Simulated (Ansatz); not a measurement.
# CH3 on Ti(0001), fcc start, 2x2 cell: work function, bands and core levels

Aim: how the adsorbate changes the work function, the valence spectrum and the core levels in CH3 on Ti(0001), fcc start, 2x2 cell.

Main program and level: Ansatz 0.2.0; DFT, PBE, plane-wave PAW, default files, scalar-relativistic.

### 1. Set-up

The cell holds 4 atoms: 4 Ti. Cell: a = 2.940 Å, b = 2.940 Å, c = 21.975 Å, α = 90.0°, β = 90.0°, γ = 60.0°. It derives from Ti. Vacuum lies along c.

### 2. The clean face

The clean face is the reference for what the added atoms change.

input.yaml reads:

```yaml
crystal:
  lattice:
    - [2.94, 0.0, 0.0]
    - [1.47, 2.5461146871, 0.0]
    - [0.0, 0.0, 21.975]
  atoms:
    - { symbol: Ti, position: [0.0, 0.0, 0.658703072] }
    - { symbol: Ti, position: [0.666666667, 0.666666667, 0.552901024] }
    - { symbol: Ti, position: [0.0, 0.0, 0.447098976] }
    - { symbol: Ti, position: [0.666666667, 0.666666667, 0.341296928] }
kpoints:
  mp_grid: { grid: [18, 18, 1] }
scf:
  occupations: { method: fermi_dirac, width: 0.05 }
  n_extra_bands: 12
hamiltonian:
  xc: pbe
  pseudopotentials: { kind: paw }
output:
  forces: true
  write_potential: true
  volumetric_format: []
  dos:
    projected: true
    de: 0.05
    e_range: [-30, 12]
    method: { smearing: { sigma: 0.1, scheme: gaussian } }
efield:
  axis: 3
  dipole_correction: true
relax:
  f_tol: 0.03
  max_steps: 50
  constraints: [{ sites: [2, 3] }]
```

On the command line:

```sh
ansatz run input.yaml --threads 8 --pin off --max-ram 20480MiB --backend cpu --events-out ev --progress --plain --runs-dir out
```

Numbers of over 12 decimals in the logs are rounded to 6 here.

The program printed:

```text
scf.n_extra_bands = 12 over 24 filled bands (N_el = 48.0): the run solves 36 bands
Engine: ansatz 0.2.0, aarch64-unknown-linux-gnu
Pseudopotentials: kind: paw
Pseudopotential: Ti, paw, valence charge 12, recommended cutoff 420 eV (normal), Ti.paw.azcp
Functional definition: PBE
  parameter kappa = 0.804
  parameter beta = 0.066725
  exchange = pbe_x(kappa = kappa, mu = beta*pi^2/3)
  correlation = pbe_c(beta = beta)
Crystal: 4 atoms, lattice volume = 164.496 Å³
Basis set: ecut = 420 eV, 3169 PW (Γ), exchange–correlation on 40×40×300 points (8 copies of the dense FFT grid, shifted against one another)
Bands: 36, of which v1, the nominal top of the filled ones, is band 24 counted from 1 (23 counted from 0)
Symmetry: 6 space group operations
k-points: 37 of 324 (time reversal used)
Non-local potential: Ti, projectors of the file, l = 0: 3, l = 1: 2, l = 2: 3, l = 3: 1
PAW form: soft (Blöchl's): semilocal exchange-correlation on the pseudo side does not see the compensation charge
PAW one-centre angular grid: Ti, 590 points (default); XC on 64 Gauss nodes
Initial density: superposition of atomic densities (neutral atoms: chi_scale 0, normalization atom), corrected by the library's trained network
Initial wavefunctions: pseudopotential atomic-orbital guess
Functional: x = pbe(κ = 0.804, μ = 0.219515), c = pbe(β = 0.066725)
SCF iter   1: F=—  HF=-9996.753415 eV  |F-HF|=—  |Δ(HF+E_count)|=         —  Δρ=7.39e-3  dr2=4.71e-1  ethr=1.77e-3  p=0.000 e·Å  D=1.28e-13 V/Å  ΔV_dip=-0.00 eV  dr2_dipole=6.08e-8  V_vac-E_F(+/−)=4.13/4.13 eV  ⟨swp⟩=6.5  Hψ=5694  notcnv=0  defer=11
efield: sawtooth ramp at fractional position 0.9500 (placed from the atoms, in the widest stretch of the axis that holds none; the zero of the levels goes with the place), width 0.1000; the density the first Hamiltonian is built on has a dipole p = 0.000 e·Å; the dipole correction subtracts the counter field D = 1.28e-13 V/Å, which shifts the + side's vacuum level by -0.00 eV against the − side's; the planar-averaged density in the ramp window peaks in size at 1.7e-4 e/Å³
preconditioner: auto → LDOS  [metal: Δε(μ)=0.007 eV  Ē_g=3.047 eV  σ=0.050 eV  W_gap=0.03  n_scr=14 (ndim 8)  ℏωp=11.6 eV  f_vac=0.495  D(μ)=8.64/eV (n_scr^D=98)  β→1.0]
SCF iter   2: F=—  HF=-9996.743258 eV  |F-HF|=—  |Δ(HF+E_count)|=   1.02e-2  Δρ=2.68e-3  dr2=3.00e-2  ethr=9.82e-4  p=-0.000 e·Å  D=-4.58e-5 V/Å  ΔV_dip=0.00 eV  dr2_dipole=7.87e-6  V_vac-E_F(+/−)=4.40/4.40 eV  ⟨swp⟩=2.0  Hψ=1845  notcnv=0  defer=31
SCF iter   3: F=—  HF=-9996.742977 eV  |F-HF|=—  |Δ(HF+E_count)|=   2.81e-4  Δρ=9.14e-4  dr2=3.90e-3  ethr=6.25e-5  p=-0.000 e·Å  D=-7.91e-6 V/Å  ΔV_dip=0.00 eV  dr2_dipole=1.12e-5  V_vac-E_F(+/−)=4.40/4.40 eV  ⟨swp⟩=2.1  Hψ=1927  notcnv=0  defer=52
SCF iter   4: F=—  HF=-9996.742847 eV  |F-HF|=—  |Δ(HF+E_count)|=   1.30e-4  Δρ=2.48e-4  dr2=1.25e-4  ethr=8.13e-6  p=-0.000 e·Å  D=-2.11e-5 V/Å  ΔV_dip=0.00 eV  dr2_dipole=7.83e-9  V_vac-E_F(+/−)=4.43/4.43 eV  ⟨swp⟩=2.0  Hψ=1555  notcnv=0  defer=48
SCF iter   5: F=—  HF=-9996.742906 eV  |F-HF|=—  |Δ(HF+E_count)|=   5.91e-5  Δρ=1.31e-4  dr2=5.36e-5  ethr=2.60e-7  p=0.000 e·Å  D=1.00e-5 V/Å  ΔV_dip=-0.00 eV  dr2_dipole=4.12e-7  V_vac-E_F(+/−)=4.45/4.45 eV  ⟨swp⟩=3.2  Hψ=2343  notcnv=0  defer=48
SCF iter   6: F=-9996.742905 eV  HF=-9996.742913 eV  |F-HF|=8.31e-6  |Δ(HF+E_count)|=   7.38e-6  Δρ=4.91e-5  dr2=1.25e-5  ethr=4.69e-8  p=0.000 e·Å  D=3.31e-6 V/Å  ΔV_dip=-0.00 eV  dr2_dipole=3.26e-8  V_vac-E_F(+/−)=4.46/4.46 eV  ⟨swp⟩=12.7  Hψ=9952  notcnv=0
SCF 1 converged in 6 iterations: F = -9996.742905 eV  dr2 = 1.25e-5
  greatest PAW one-centre occupation: 0.999 electrons in one spin orbital (limit 2), on the Ti atom at site 1 (counted from 0), in its partial waves of l = 0
relax step   1: F+E_penalty+E_count = -9996.74290489 eV  Δ(F+E_penalty+E_count) = +0.000e0 eV  max|allowed force component| = 7.012e-1 eV/Å  Δτ_max = 0.0000 Å  (6 SCF iters, dr2 threshold 2.25e-5 eV, accepted)
Initial density: handed on by an earlier stage of this run
Initial wavefunctions: those handed on with the density
SCF iter   1: F=—  HF=-9996.941472 eV  |F-HF|=—  |Δ(HF+E_count)|=         —  Δρ=1.61e-2  dr2=4.30e0  ethr=3.10e-3  p=0.000 e·Å  D=3.56e-6 V/Å  ΔV_dip=-0.00 eV  dr2_dipole=9.71e-1  V_vac-E_F(+/−)=4.48/4.48 eV  ⟨swp⟩=4.5  Hψ=3710  notcnv=0  defer=2
efield: sawtooth ramp at fractional position 0.9500 (handed on by an earlier solve), width 0.1000; the density the first Hamiltonian is built on has a dipole p = 0.000 e·Å; the dipole correction subtracts the counter field D = 3.56e-6 V/Å, which shifts the + side's vacuum level by -0.00 eV against the − side's; the planar-averaged density in the ramp window peaks in size at 1.4e-5 e/Å³
preconditioner: auto → LDOS  [metal: Δε(μ)=0.006 eV  Ē_g=3.138 eV  σ=0.050 eV  W_gap=0.03  n_scr=14 (ndim 8)  ℏωp=11.6 eV  f_vac=0.503  D(μ)=7.29/eV (n_scr^D=72)  β→1.0]
SCF iter   2: F=—  HF=-9996.822133 eV  |F-HF|=—  |Δ(HF+E_count)|=   1.19e-1  Δρ=8.09e-3  dr2=4.53e-1  ethr=3.10e-3  p=0.013 e·Å  D=1.38e-2 V/Å  ΔV_dip=-0.30 eV  dr2_dipole=5.73e-3  V_vac-E_F(+/−)=4.17/4.47 eV  ⟨swp⟩=2.0  Hψ=2274  notcnv=0  defer=43
SCF iter   3: F=—  HF=-9996.785849 eV  |F-HF|=—  |Δ(HF+E_count)|=   3.63e-2  Δρ=2.53e-3  dr2=6.08e-2  ethr=9.43e-4  p=0.006 e·Å  D=7.08e-3 V/Å  ΔV_dip=-0.16 eV  dr2_dipole=1.10e-2  V_vac-E_F(+/−)=4.33/4.48 eV  ⟨swp⟩=2.1  Hψ=1999  notcnv=0  defer=43
SCF iter   4: F=—  HF=-9996.781000 eV  |F-HF|=—  |Δ(HF+E_count)|=   4.85e-3  Δρ=8.99e-4  dr2=1.02e-2  ethr=1.27e-4  p=0.007 e·Å  D=7.43e-3 V/Å  ΔV_dip=-0.16 eV  dr2_dipole=3.84e-3  V_vac-E_F(+/−)=4.32/4.49 eV  ⟨swp⟩=2.1  Hψ=1990  notcnv=0  defer=43
SCF iter   5: F=—  HF=-9996.780998 eV  |F-HF|=—  |Δ(HF+E_count)|=   1.45e-6  Δρ=1.95e-4  dr2=1.81e-4  ethr=2.13e-5  p=0.007 e·Å  D=7.32e-3 V/Å  ΔV_dip=-0.16 eV  dr2_dipole=5.31e-5  V_vac-E_F(+/−)=4.33/4.49 eV  ⟨swp⟩=1.1  Hψ=1335  notcnv=0  defer=43
SCF iter   6: F=—  HF=-9996.781011 eV  |F-HF|=—  |Δ(HF+E_count)|=   1.26e-5  Δρ=7.77e-5  dr2=3.08e-5  ethr=3.76e-7  p=0.006 e·Å  D=7.14e-3 V/Å  ΔV_dip=-0.16 eV  dr2_dipole=6.00e-6  V_vac-E_F(+/−)=4.33/4.49 eV  ⟨swp⟩=2.0  Hψ=1610  notcnv=0  defer=43
SCF iter   7: F=-9996.781017 eV  HF=-9996.781017 eV  |F-HF|=1.08e-7  |Δ(HF+E_count)|=   6.52e-6  Δρ=2.86e-5  dr2=2.25e-6  ethr=6.40e-8  p=0.006 e·Å  D=7.01e-3 V/Å  ΔV_dip=-0.15 eV  dr2_dipole=4.69e-7  V_vac-E_F(+/−)=4.34/4.49 eV  ⟨swp⟩=14.6  Hψ=10047  notcnv=0
SCF 2 converged in 7 iterations: F = -9996.781017 eV  dr2 = 2.25e-6
  greatest PAW one-centre occupation: 0.999 electrons in one spin orbital (limit 2), on the Ti atom at site 2 (counted from 0), in its partial waves of l = 0
relax step   2: F+E_penalty+E_count = -9996.78101737 eV  Δ(F+E_penalty+E_count) = -3.811e-2 eV  max|allowed force component| = 4.815e-1 eV/Å  Δτ_max = 0.1362 Å  (7 SCF iters, dr2 threshold 3.07e-5 eV, accepted)
iter 1 solved again at ethr=1.00e-3 eV; its pass at ethr=3.10e-3 eV (dr2=4.80e-1 eV) is discarded
SCF iter   1: F=—  HF=-9996.820020 eV  |F-HF|=—  |Δ(HF+E_count)|=         —  Δρ=5.96e-3  dr2=3.96e-1  ethr=1.00e-3  p=0.006 e·Å  D=7.01e-3 V/Å  ΔV_dip=-0.15 eV  dr2_dipole=6.13e-3  V_vac-E_F(+/−)=4.33/4.48 eV  ⟨swp⟩=1.0  Hψ=4421  notcnv=0  defer=38
efield: sawtooth ramp at fractional position 0.9500 (handed on by an earlier solve), width 0.1000; the density the first Hamiltonian is built on has a dipole p = 0.006 e·Å; the dipole correction subtracts the counter field D = 7.01e-3 V/Å, which shifts the + side's vacuum level by -0.15 eV against the − side's; the planar-averaged density in the ramp window peaks in size at 1.4e-5 e/Å³
preconditioner: auto → LDOS  [metal: Δε(μ)=0.017 eV  Ē_g=3.079 eV  σ=0.050 eV  W_gap=0.09  n_scr=14 (ndim 8)  ℏωp=11.6 eV  f_vac=0.498  D(μ)=8.29/eV (n_scr^D=98)  β→1.0]
SCF iter   2: F=—  HF=-9996.802402 eV  |F-HF|=—  |Δ(HF+E_count)|=   1.76e-2  Δρ=3.08e-3  dr2=6.95e-2  ethr=8.25e-4  p=0.002 e·Å  D=2.10e-3 V/Å  ΔV_dip=-0.05 eV  dr2_dipole=2.28e-4  V_vac-E_F(+/−)=4.45/4.50 eV  ⟨swp⟩=2.1  Hψ=1820  notcnv=0  defer=38
SCF iter   3: F=—  HF=-9996.799611 eV  |F-HF|=—  |Δ(HF+E_count)|=   2.79e-3  Δρ=8.66e-4  dr2=5.60e-3  ethr=1.45e-4  p=0.004 e·Å  D=3.96e-3 V/Å  ΔV_dip=-0.09 eV  dr2_dipole=5.02e-5  V_vac-E_F(+/−)=4.40/4.49 eV  ⟨swp⟩=2.0  Hψ=1965  notcnv=0  defer=41
SCF iter   4: F=—  HF=-9996.799240 eV  |F-HF|=—  |Δ(HF+E_count)|=   3.71e-4  Δρ=2.70e-4  dr2=2.30e-4  ethr=1.17e-5  p=0.003 e·Å  D=3.58e-3 V/Å  ΔV_dip=-0.08 eV  dr2_dipole=6.97e-7  V_vac-E_F(+/−)=4.41/4.49 eV  ⟨swp⟩=2.0  Hψ=1606  notcnv=0  defer=43
SCF iter   5: F=-9996.799253 eV  HF=-9996.799252 eV  |F-HF|=8.52e-7  |Δ(HF+E_count)|=   1.22e-5  Δρ=7.43e-5  dr2=1.18e-5  ethr=3.02e-8  p=0.003 e·Å  D=3.50e-3 V/Å  ΔV_dip=-0.08 eV  dr2_dipole=8.53e-7  V_vac-E_F(+/−)=4.41/4.49 eV  ⟨swp⟩=13.4  Hψ=11227  notcnv=0
SCF 3 converged in 5 iterations: F = -9996.799253 eV  dr2 = 1.18e-5
relax step   3: F+E_penalty+E_count = -9996.79925278 eV  Δ(F+E_penalty+E_count) = -1.824e-2 eV  max|allowed force component| = 8.403e-3 eV/Å  Δτ_max = 0.0668 Å  (5 SCF iters, dr2 threshold 1.45e-5 eV, accepted)
[...]
relax step   4: F+E_penalty+E_count = -9996.79926024 eV  Δ(F+E_penalty+E_count) = -7.453e-6 eV  max|allowed force component| = 6.557e-3 eV/Å  Δτ_max = 0.0000 Å  (5 SCF iters, accepted)
SCF iter   1: F=—  HF=-9996.799565 eV  |F-HF|=—  |Δ(HF+E_count)|=         —  Δρ=1.06e-3  dr2=2.18e-2  ethr=1.32e-4  p=0.003 e·Å  D=3.56e-3 V/Å  ΔV_dip=-0.08 eV  dr2_dipole=5.05e-3  V_vac-E_F(+/−)=4.41/4.48 eV  ⟨swp⟩=2.0  Hψ=2252  notcnv=0  defer=9
efield: sawtooth ramp at fractional position 0.9500 (handed on by an earlier solve), width 0.1000; the density the first Hamiltonian is built on has a dipole p = 0.003 e·Å; the dipole correction subtracts the counter field D = 3.56e-3 V/Å, which shifts the + side's vacuum level by -0.08 eV against the − side's; the planar-averaged density in the ramp window peaks in size at 1.4e-5 e/Å³
preconditioner: auto → LDOS  [metal: Δε(μ)=0.007 eV  Ē_g=3.087 eV  σ=0.050 eV  W_gap=0.04  n_scr=14 (ndim 8)  ℏωp=11.6 eV  f_vac=0.498  D(μ)=8.12/eV (n_scr^D=86)  β→1.0]
SCF iter   2: F=—  HF=-9996.799266 eV  |F-HF|=—  |Δ(HF+E_count)|=   2.98e-4  Δρ=3.37e-4  dr2=7.20e-4  ethr=4.54e-5  p=0.004 e·Å  D=3.91e-3 V/Å  ΔV_dip=-0.09 eV  dr2_dipole=1.98e-5  V_vac-E_F(+/−)=4.40/4.48 eV  ⟨swp⟩=1.0  Hψ=1628  notcnv=0  defer=9
SCF iter   3: F=—  HF=-9996.799265 eV  |F-HF|=—  |Δ(HF+E_count)|=   1.76e-6  Δρ=1.31e-4  dr2=1.15e-4  ethr=1.50e-6  p=0.003 e·Å  D=3.72e-3 V/Å  ΔV_dip=-0.08 eV  dr2_dipole=1.20e-5  V_vac-E_F(+/−)=4.40/4.48 eV  ⟨swp⟩=1.4  Hψ=1306  notcnv=0  defer=9
SCF iter   4: F=—  HF=-9996.799256 eV  |F-HF|=—  |Δ(HF+E_count)|=   8.39e-6  Δρ=1.56e-5  dr2=1.77e-6  ethr=2.39e-7  p=0.003 e·Å  D=3.68e-3 V/Å  ΔV_dip=-0.08 eV  dr2_dipole=2.07e-7  V_vac-E_F(+/−)=4.40/4.48 eV  ⟨swp⟩=2.0  Hψ=1463  notcnv=0  defer=9
SCF iter   5: F=—  HF=-9996.799270 eV  |F-HF|=—  |Δ(HF+E_count)|=   1.38e-5  Δρ=9.76e-6  dr2=8.44e-7  ethr=2.08e-10  p=0.003 e·Å  D=3.64e-3 V/Å  ΔV_dip=-0.08 eV  dr2_dipole=2.13e-7  V_vac-E_F(+/−)=4.40/4.48 eV  ⟨swp⟩=11.9  Hψ=8592  notcnv=0
SCF iter   6: F=-9996.799270 eV  HF=-9996.799270 eV  |F-HF|=7.52e-9  |Δ(HF+E_count)|=   1.40e-8  Δρ=2.67e-6  dr2=2.35e-8  ethr=2.08e-10  p=0.003 e·Å  D=3.61e-3 V/Å  ΔV_dip=-0.08 eV  dr2_dipole=5.55e-9  V_vac-E_F(+/−)=4.41/4.48 eV  ⟨swp⟩=8.6  Hψ=7913  notcnv=0
SCF 5 converged in 6 iterations: F = -9996.799270 eV  dr2 = 2.35e-8
relax step   5: F+E_penalty+E_count = -9996.79927011 eV  Δ(F+E_penalty+E_count) = -9.870e-6 eV  max|allowed force component| = 5.147e-3 eV/Å  Δτ_max = 0.0064 Å  (6 SCF iters, accepted)
NSCF: frozen V_eff on 37 k-points
the band table was solved once a step of the walk had ended and its energy, with any forces and stress, was formed, with the checks that follow a solve (6392 applications of the Hamiltonian). They found nothing against the state; the energy, forces and stress were not computed again (output.eigenvalues in the input reference)
WARN: The output density's exchange-correlation potential varies sharply where the density is thin. Do not read a vacuum level from v_tot or v_xc, or from such a field of the output density. On a cell that repeats whose density bears no net charge and no dipole along the vacuum's axis use v_es (v_loc + v_h of the components); under efield.dipole_correction with no amplitude use v_es + v_field, which holds any externa [...]
SCF converged after 6 iterations
Free energy (F): -9996.799270 eV
Harris-Foulkes:  -9996.799270 eV  (|F-HF|=7.52e-9)
Internal energy: -9996.733023 eV  (E = F + TS)
E sigma→0 (E₀):  -9996.766147 eV
Entropy (-TS):   -0.066247 eV (-16.562 meV/atom)
Fermi energy:    3.239086 eV
Dipole field:    D = 0.003495 V/Å  (p = 0.003178 e·Å, saw-weighted, corrected)
Work function:   Φ+ = 4.4068 eV   Φ− = 4.4836 eV
Levels:          The Fermi level and band energies are counted from a zero that moves with the ramp; work functions are not
--- Per-component energies (eV) ---
  E_band       = -1115.332014
  E_kinetic    = 1086.479503
  E_local      = -38554.866257  (includes V_loc(G=0)·N_el)
  E_nonlocal   = 34.203733
  E_hartree    = 18743.724081
  E_xc         = -387.284996
  E_vxc        = -484.237308  (∫ρ·V_xc dr)
  E_paw        = -4190.839467  (= ΣΔE_a)
  E_vpaw       = -684.380514  (= ΣTr[D̂ρ^β])
  E_aug_tail   = 0.000476  (compensation charges beyond the density's cutoff)
  E_efield     = 0.000006  (sawtooth field / dipole correction)
  E_vefield    = -0.000485  (∫n·V_field dr)
  E_ewald      = 13271.849899
  E_smearing   = -0.066247  (= −TS)
  E_closure    = -0.000000  (closes the sum)
  Σ components = -9996.799270   (vs F -9996.799270, Δ=0.00e0)
--- Forces (eV/Å), atoms counted from 1 ---
  atom   1  Ti     0.00000000     0.00000000     0.00145703
  atom   2  Ti    -0.00000000     0.00000000     0.00514699
  atom   3  Ti     0.00000000     0.00000000    -0.61537145
  atom   4  Ti    -0.00000000     0.00000000     0.60872941
  max |Σ_I F_I| component: 3.80e-5 eV/Å
--- Band table (eV; the first three rows and the last of 37) ---
  k-point 0: bands = [... 20 lower, 2.9799, 3.2280, 3.6801, 3.7355, 3.8833, 3.8833, 3.9562, 3.9562, ... 8 higher]
  k-point 1: bands = [... 20 lower, 2.9535, 3.2194, 3.5882, 3.6563, 3.8493, 3.9308, 3.9316, 4.0074, ... 8 higher]
  k-point 2: bands = [... 20 lower, 2.8570, 3.1426, 3.3605, 3.5544, 3.6995, 3.8114, 4.0037, 4.0618, ... 8 higher]
  k-point 36: bands = [... 20 lower, 2.0654, 2.4456, 2.5173, 3.1842, 3.1915, 3.3226, 3.3631, 3.5119, ... 8 higher]
--- Relaxed structure (5 steps of the walk, 5 accepted, 0 SCFs on fresh bases) ---
  F+E_penalty+E_count = -9996.79927011 eV   max|allowed force component| = 5.147e-3 eV/Å
  atoms:
    - { symbol: Ti, position: [0, 0, 0.655254] }
    - { symbol: Ti, position: [0.666667, 0.666667, 0.556889] }
    - { symbol: Ti, position: [0.0, 0.0, 0.447098976] }
    - { symbol: Ti, position: [0.666667, 0.666667, 0.341297] }
```

Wall time 13 s (8 threads of Arm Neoverse V1, shared host); peak memory 0.71 GiB; 100 s of CPU time.

Step by step:

```tsv
step	energy less that of the first step (eV)	largest force component (eV/Å)
1	0.0000	0.7012
2	-0.0381	0.4815
3	-0.0563	0.0084
4	-0.0564	0.0066
5	-0.0564	0.0051
```

The run keeps the 6 symmetry operations that it works with, so distortions that break them were not tested.

The atoms that moved most (Å):

```tsv
atom	dx	dy	dz	length
Ti2	0.000	0.000	0.088	0.088
Ti1	0.000	0.000	-0.076	0.076
```

This step gave:

* free energy: -9996.7993 eV
* energy at zero smearing: -9996.7661 eV
* smearing term TS: 0.06625 eV
* Fermi energy: 3.239 eV
* symmetry operations: 6
* zero of energy: Fermi level
* share of occupied states in no projected shell: 0.0327 of the occupied states in the window
* DOS at the Fermi level: 8.185 states/eV/cell
* work function, upper face: 4.405 eV
* work function, lower face: 4.484 eV

The DOS has structure finer than the step of the table below, so its rows give means over 0.5 eV, whole bins alone (the curve runs from -7.47 to 1.93 eV). Peaks (eV: height): total -1.68: 5.19, -0.78: 9.94, 0.82: 11.3; Ti 3d -1.68: 4.40, -0.78: 8.59, 0.82: 10.4, 1.23: 8.98; Ti 4s -4.28: 0.864, -3.08: 1.14, -2.58: 1.54, -2.27: 1.28; Ti 4p* -0.78: 0.538, 0.33: 0.686, 1.12: 0.568, 1.43: 0.414.

* holds the states left over by the projection beside any projected weight of its own. Table of DOS by E, zero at the Fermi level; means over each step; values in states/eV/cell:

```tsv
E (eV)	total	Ti 3d	Ti 4s	Ti 4p*
-6.5	0	0	0	0
-6.0	0.0242	5.5e-5	0.0239	2.5e-4
-5.5	0.247	0.00113	0.242	0.00348
-5.0	0.341	0.00626	0.328	0.00722
-4.5	0.595	0.0243	0.556	0.0153
-4.0	0.679	0.0523	0.607	0.0202
-3.5	0.988	0.162	0.796	0.0302
-3.0	1.42	0.414	0.961	0.0429
-2.5	3.01	1.70	1.23	0.0745
-2.0	4.67	3.54	1.01	0.127
-1.5	4.37	3.83	0.401	0.140
-1.0	6.42	5.78	0.355	0.291
-0.5	5.68	4.89	0.485	0.304
0.0	7.60	6.52	0.541	0.546
0.5	8.76	7.83	0.351	0.578
1.0	9.71	8.84	0.348	0.517
1.5	5.17	4.70	0.167	0.305
```

This run's widths, added to any smearing of the DOS itself: Gaussian 0.6 eV, Lorentzian 0.2 eV. Table of intensity by binding energy, zero at the Fermi level; values in % of the maximum within 13 eV:

```tsv
binding energy (eV)	21.2 eV	40.8 eV	900 eV	1486.7 eV	9251.7 eV
-1.0	2.57	2.68	2.63	2.73	1.81
-0.5	9.78	10.5	9.82	10.0	5.95
0.0	51.8	56.3	51.6	52.3	29.9
0.5	89.8	92.8	90.3	91.3	49.0
1.0	96.9	96.9	96.0	95.2	44.3
1.5	74.2	71.9	76.4	78.6	49.6
2.0	60.8	56.7	70.6	81.0	85.3
2.5	34.8	32.0	49.1	64.7	99.6
3.0	13.4	12.5	27.0	42.2	86.5
3.5	5.64	5.47	17.1	29.9	70.1
4.0	2.70	2.62	11.8	22.0	55.3
4.5	1.55	1.53	9.14	17.7	46.1
5.0	0.917	0.895	6.03	11.9	31.5
5.5	0.582	0.558	3.81	7.56	20.1
6.0	0.387	0.375	1.47	2.73	6.84
6.5	0.288	0.282	0.553	0.856	1.74
7.0	0.234	0.229	0.374	0.535	0.960
```

The planar mean, electrostatic potential oscillates, so the rows of the table below give means over windows of 1 Å about each position, cut where the curve ends. Its maxima inside the range that stand out by 2 % of the span (Å: eV): 8.6: -0.321, 11.0: -0.0502, 13.3: -1.41. Its minima: 7.5: -12.9, 9.8: -12.7, 12.2: -12.6, 14.4: -12.8.

From the Fermi level. Planar mean, electrostatic potential against z; means over each step:

```tsv
z (Å)	planar mean, electrostatic potential (eV)
0	4.45
1	4.48
2	4.48
3	4.48
4	4.46
5	4.21
6	2.20
7	-8.09
8	-7.75
9	-3.98
10	-10.7
11	-1.76
12	-10.2
13	-5.13
14	-8.97
15	-6.86
16	2.57
17	4.19
18	4.38
19	4.40
20	4.41
21	4.41
```

The spectra weight each projected shell by its atomic cross section (Dirac–Hartree–Slater) and angular factor, for unpolarised light with the analyser at 45° from the beam. Broadening, on top of any smearing of the DOS itself: a Gaussian of 0.6 eV and a Lorentzian of 0.2 eV plus 0 times the binding energy (full widths), Fermi edge at 77 K. Each atom is damped by exp[−depth/(λ cos θ)], θ = 75° from the normal, λ from the universal curve. Curves are cut 10 eV under the photon energy, above any shell that the free atom's threshold puts out of reach, or at the lower edge of the window: 7.5 eV at 21.2 eV, 7.5 eV at 40.8 eV, 7.5 eV at 900 eV, 7.5 eV at 1486.7 eV and 7.5 eV at 9251.7 eV. Dipole terms alone, which is rough above 3 keV; no background, satellites or final-state effects.

How the area divides among the shells (%):

```tsv
shell	21.2 eV	40.8 eV	900 eV	1486.7 eV	9251.7 eV
Ti 4s	0.8	0.8	21.4	38.3	94.0
Ti 4p*	0.1	0.0	1.3	1.8	1.1
Ti 3d	99.1	99.2	77.3	60.0	4.9
```

Cross sections used, in Mb an electron:

```tsv
shell	21.2 eV	40.8 eV	900 eV	1486.7 eV	9251.7 eV
Ti 4s	0.081	0.061	6.1e-4	2.3e-4	3.3e-6
Ti 4p*	0.049	0.013	2.0e-4	5.3e-5	1.7e-7
Ti 3d	2.5	2.0	5.9e-4	9.2e-5	4.2e-8
```

At the Fermi level the DOS is 8.18 states/eV a cell, and on the broadened curves Ti 3d holds 85 % of the total there.

(Part 1 of 4 ends here.)

[Logs are printed without paths, hosts, clocks, repeated set-up lines and the standing remarks that a program may print on its own settings, such as how far it seeks lower states.]

[Hosts, paths, dates, database ids (printed as entryN), source tags and the programs' standing remarks are cut or masked in the printed files.]

[Maps of the electrostatic potential energy from Ansatz leave out the sawtooth potential of an applied field or a dipole correction, so their vacuum need not be flat; work functions include it.]
